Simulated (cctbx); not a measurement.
**Diagnosing a refinement**

Cell a = 10.8570 Å, b = 10.8570 Å, c = 6.0820 Å, α = 90.00°, β = 90.00°, γ = 120.00°; space group P3 (no. 143).

Simulated single-crystal data (cctbx): Mo Kα, λ = 0.71073 Å, to d = 0.84 Å, 70 % of the full sphere, strongest reflection 5000 counts, noise from counting, a 2 % proportional error and a noise floor of 15 counts (s.d.); no absorption, and some extinction, which the refinements don't model.

An anisotropic refinement with weights 1/σ² prints:

```text
Rint 0.022, 102 unique reflections to 2.02 A
cycle     R1     wR2    GooF  max shift (A)
   1  0.0197  0.0435   2.504   0.01788
  12  0.0084  0.0173   0.996   0.00352
final R1 0.0083 wR2 0.0171 GooF 0.984  parameters 69  data/parameter 1.5
atom        x        y        z      Ueq    occ   su(xyz)  su(Uiso or U11)
Bi1    0.97964  0.54213  0.24570   0.0156  1.000  0.00506  0.0255
La1    0.68984  0.78946  0.75552   0.0256  1.000  0.00525  0.0537  NPD
Se1    0.84982  0.07276  0.46931   0.0121  1.000  0.01028  0.0542  NPD
Se2    0.81215  0.26345  0.97513   0.0081  1.000  0.01108  0.0584  NPD
Se3    0.56447  0.73994  0.25780   0.0420  1.000  0.00957  0.0745  NPD
Se4    0.08936  0.58219  0.72813   0.0124  1.000  0.00896  0.0628  NPD
Se5    0.00000  0.00000  0.98098  -0.0200  1.000  0.02145  0.0682  NPD
Se6    0.66667  0.33333  0.47217  -0.0118  1.000  0.01727  0.0872  NPD
Zn1    0.33333  0.66667  0.48410   0.0244  1.000  0.02406  0.0448  NPD
Si1    0.00000  0.00000  0.33640   0.0549  1.000  0.04693  0.2087  NPD
Si2    0.66667  0.33333  0.83738   0.0771  1.000  0.05855  0.2141
difference map: max 0.11 min -0.07 rms 0.02
Q1    0.3333  0.6667  0.9321    1    0.11  2.64 A from Se4
Q2    0.1688  0.6626  0.6231    3    0.06  1.08 A from Se4
Q3    0.0606  0.5912  0.0368    3    0.06  1.48 A from Bi1
Q4    0.4416  0.3473  0.5267    3    0.05  1.93 A from Bi1
Q5    0.3820  0.3168  0.7426    3    0.05  1.90 A from Se4
Q6    0.4079  0.0302  0.6860    3    0.04  1.93 A from La1
```

Q: Accept it or mend it, and why?

Mend it. The fault: data cut at low resolution. Against the right model at the same level, R1 goes from 0.0220 to 0.0083 and GooF from 1.06 to 0.98 and La1, Se1, Se2, Se3, Se4, Se5, Se6, Zn1 and Si1 go non-positive-definite. The atoms are right, but there are too few data for the parameters: R1 flatters and the s.u.s grow. Data per parameter fall from 20.7 to 1.5. The fit had not settled when the cycles ran out.

The compound is La3ZnSi2Bi3Se14. The right model at the same level gives:

```text
Rint 0.031, 1428 unique reflections to 0.84 A
cycle     R1     wR2    GooF  max shift (A)
   1  0.0292  0.0566   1.393   0.00405
   4  0.0220  0.0429   1.056   0.00047
final R1 0.0220 wR2 0.0429 GooF 1.056  parameters 69  data/parameter 20.7
atom        x        y        z      Ueq    occ   su(xyz)  su(Uiso or U11)
Bi1    0.97861  0.54084  0.24565   0.0062  1.000  0.00007  0.0003
La1    0.68816  0.78605  0.75532   0.0105  1.000  0.00011  0.0004
Se1    0.85357  0.07546  0.47026   0.0078  1.000  0.00018  0.0006
Se2    0.81346  0.26190  0.97759   0.0100  1.000  0.00019  0.0006
Se3    0.56604  0.74457  0.25760   0.0085  1.000  0.00021  0.0007
Se4    0.09022  0.58339  0.72799   0.0119  1.000  0.00023  0.0007
Se5    0.00000  0.00000  0.98343   0.0088  1.000  0.00032  0.0006
Se6    0.66667  0.33333  0.46683   0.0104  1.000  0.00033  0.0007
Zn1    0.33333  0.66667  0.48443   0.0093  1.000  0.00055  0.0006
Si1    0.00000  0.00000  0.33730   0.0185  1.000  0.00107  0.0022
Si2    0.66667  0.33333  0.83881   0.0138  1.000  0.00099  0.0020
Flack x: 0.015(8)
Hooft y: 0.009(7)  Bijvoet pairs: 695
difference map: max 1.03 min -1.33 rms 0.28
Q1    0.5555  0.3631  0.7288    3    1.06  1.55 A from Si2
Q2    0.4455  0.0569  0.7566    3    1.01  1.92 A from Se4
Q3    0.0119  0.5929  0.3940    3    0.99  1.03 A from Bi1
Q4    0.3817  0.2817  0.7790    3    0.95  1.95 A from Se2
Q5    0.5773  0.1545  0.5019    3    0.92  1.69 A from Se6
Q6    0.0047  0.1198  0.2165    3    0.91  1.47 A from Si1
```

The model was made for the exercise: a known structure type with other elements put in, its volume estimated, not relaxed; displacement parameters are assumed.

[Middle refinement cycles are left out of these outputs.]

[Logs are printed without paths, hosts, clocks, repeated set-up lines and the standing remarks that a program may print on its own settings, such as how far it seeks lower states.]
